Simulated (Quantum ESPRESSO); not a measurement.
## FeO (Wuestite): magnetocrystalline anisotropy

Aim: the energy of FeO (Wuestite) with its moments along several crystal axes.

Main program and level: Quantum ESPRESSO 7.5; PBEsol; plane waves with PseudoDojo 0.4.1 SR PBEsol standard potentials, then spin–orbit coupling on the fully relativistic files of the same set.

Most raw output is cut from this account.

The database entry behind the starting cell differs from later determinations by our own check (inexact against later determinations), so it need not match the best structure at ambient conditions.

## 1. Starting point

Symmetry: Fm-3m, No. 225, cubic system. Conventional cell: a = 4.311 Å, b = 4.311 Å, c = 4.311 Å, α = 90.00°, β = 90.00°, γ = 90.00°. Nearest to Fe lie 6 O at 2.16 Å. Nearest to O lie 6 Fe at 2.16 Å. Farther neighbours and most contacts between anions are not listed.

The cell comes from the Crystallography Open Database.

## 2. Collinear run on scalar-relativistic files

Input file pw.in:

```
&CONTROL
  calculation = 'scf'
  prefix = 'pwscf'
  outdir = './tmp'
  pseudo_dir = './pseudo'
  disk_io = 'low'
/
&SYSTEM
  ibrav = 0
  celldm(1) = 8
  nat = 2
  ntyp = 2
  ecutwfc = 68
  nbnd = 20
  occupations = 'smearing'
  smearing = 'fd'
  degauss = 0.00367493
  nspin = 2
  starting_magnetization(1) = 0.25
  starting_magnetization(2) = 0
/
&ELECTRONS
  conv_thr = 4d-11
  electron_maxstep = 150
  mixing_beta = 0.3
/
ATOMIC_SPECIES
Fe     55.8450 Fe.upf
O      15.9990 O.upf
CELL_PARAMETERS alat
   0.0000000000000    0.5091394611273    0.5091394611273
   0.5091394611273    0.0000000000000    0.5091394611273
   0.5091394611273    0.5091394611273    0.0000000000000
ATOMIC_POSITIONS crystal
Fe      0.0000000000    0.0000000000    0.0000000000
O       0.5000000000    0.5000000000    0.5000000000
K_POINTS automatic
8 8 8 0 0 0
```

Command:

```
$ OMP_NUM_THREADS=1 mpirun -n 2 pw.x -nk 2 -in pw.in > pw.out
```

It took 8.3 s on 2 MPI ranks of Arm Neoverse V2, shared host; peak memory 0.13 GiB.

Spin moment in the atom's sphere by atom:

```tsv
atom	spin moment in the atom's sphere (μB)
Fe1	3.46
O2	0.32
```

This step gave:

| Quantity | Value |
| --- | --- |
| smearing term TS | 0.01285 eV |
| magnetization | 4.004 μB |
| absolute magnetization | 4.016 μB |
| final state | ferromagnetic |

## 3. One pass along [001] on 10×10×10

Each pass runs in a folder of its own that holds a copy of a collinear save from that input. The collinear spin density is turned to the axis, and its potential is diagonalised once with spin–orbit coupling on fully relativistic PseudoDojo files; the sums over occupied states, with the smearing term, are then compared.

Input file pass.in:

```
&CONTROL
  calculation = 'nscf'
  prefix = 'pwscf'
  outdir = './tmp'
  pseudo_dir = './pseudo_fr'
  disk_io = 'nowf'
/
&SYSTEM
  ibrav = 0
  celldm(1) = 8
  nat = 2
  ntyp = 2
  ecutwfc = 68
  nbnd = 36
  occupations = 'smearing'
  smearing = 'fd'
  degauss = 0.00367493
  noncolin = .true.
  lspinorb = .true.
  lforcet = .true.
  starting_magnetization(1) = 0.25
  angle1(1) = 0
  angle2(1) = -180
  starting_magnetization(2) = 0
  angle1(2) = 0
  angle2(2) = -180
/
&ELECTRONS
  conv_thr = 4d-11
  electron_maxstep = 150
  mixing_beta = 0.3
  startingpot = 'file'
  startingwfc = 'random'
  diago_thr_init = 1d-09
  diago_full_acc = .true.
/
ATOMIC_SPECIES
Fe     55.8450 Fe.upf
O      15.9990 O.upf
CELL_PARAMETERS alat
   0.0000000000000    0.5091394611273    0.5091394611273
   0.5091394611273    0.0000000000000    0.5091394611273
   0.5091394611273    0.5091394611273    0.0000000000000
ATOMIC_POSITIONS crystal
Fe      0.0000000000    0.0000000000    0.0000000000
O       0.5000000000    0.5000000000    0.5000000000
K_POINTS automatic
10 10 10 0 0 0
```

Command:

```
$ OMP_NUM_THREADS=1 mpirun -n 2 pw.x -nk 2 -in pass.in > pass.out
```

The job ended after 37 s (2 MPI ranks; peak memory 0.12 GiB; 74 s of CPU time).

## 4. One pass along [111] on 10×10×10

pass.in, as its differences from that of step 3:

```diff
@@ -21,7 +21,7 @@
   starting_magnetization(1) = 0.25
-  angle1(1) = 0
-  angle2(1) = -180
+  angle1(1) = 54.7356
+  angle2(1) = 45
   starting_magnetization(2) = 0
-  angle1(2) = 0
-  angle2(2) = -180
+  angle1(2) = 54.7356
+  angle2(2) = 45
 /
```

Elapsed: 42 s, on 2 MPI ranks; peak memory 0.12 GiB; 84 s of CPU time.

## 5. One pass along [110] on 10×10×10

pass.in, as its differences from that of step 4:

```diff
@@ -21,6 +21,6 @@
   starting_magnetization(1) = 0.25
-  angle1(1) = 54.7356
+  angle1(1) = 90
   angle2(1) = 45
   starting_magnetization(2) = 0
-  angle1(2) = 54.7356
+  angle1(2) = 90
   angle2(2) = 45
```

Run time: 62 s. Hardware: 2 MPI ranks; peak memory 0.12 GiB; 2.1 min of CPU time.

## 6. The smearing term

The sum of energies times occupations is what pw.x prints as eband (for fewer than 100 k points). With Fermi–Dirac smearing the quantity to compare holds −TS as well, computed here from the energies and weights in the run's XML file (meV a cell, from the first axis, mesh 10×10×10):

```tsv
axis	plain sum	−TS	free energy
[001]	0.0000	0.0000	0.0000
[111]	-0.0018	-0.0006	-0.0024
[110]	-0.0013	-0.0005	-0.0018
```

## 7. Side by side

A pass yields neither state nor moment: for the force theorem these columns are the collinear run's. Anisotropy, by row:

```tsv
way	mesh	axis	state	energy less the first axis' (meV a primitive cell)	largest spin moment (μB)	CPU time (s)
force theorem	10x10x10	[001]	ferromagnetic	0	3.457	74.11
force theorem	10x10x10	[111]	ferromagnetic	-0.002374	3.457	84.11
force theorem	10x10x10	[110]	ferromagnetic	-0.001783	3.457	124.1
```

## 8. What came out

* state: ferromagnetic
* largest spin moment: 3.46 μB
* easy axis of those tried, on this mesh: not resolved
* energy along [111] less [001] (force theorem): -0.00237 meV a primitive cell, -0.019 MJ/m³

What this shows: On 10×10×10, leaving out the smearing term would shift a difference by 6.1e-4 meV, against 0.0024 meV for the largest. Differences this small usually change with the mesh, so the easy axis is taken as not resolved. One mesh cannot show that the size is converged, and with itinerant moments even the sign can change with the mesh. Shape anisotropy is not included. The moments were started parallel in the primitive cell; if the crystal orders otherwise, its anisotropy is another. No Hubbard term acts here. In such compounds local and semilocal functionals without one often delocalise the d electrons, and can shrink or lose moments and miss the size, sign and order of the couplings. The cutoff lies under the 90 Ry that these files are usually run at. The smearing term is large for its width, so states at the Fermi level are partly filled: at this level the cell is a metal or has a gap of a few widths at most.

[Logs and program files are shortened in this print: banners, set-up blocks, solver, clock and traceback lines can be left out without a mark of their own.]

[Logs are printed without paths, hosts, clocks, repeated set-up lines and the standing remarks that a program may print on its own settings, such as how far it seeks lower states.]

[Hosts, paths, dates, database ids (printed as entryN), source tags and the programs' standing remarks are cut or masked in the printed files.]

[Where a cell is said to come from a database of computed structures, the database is the Materials Project.]
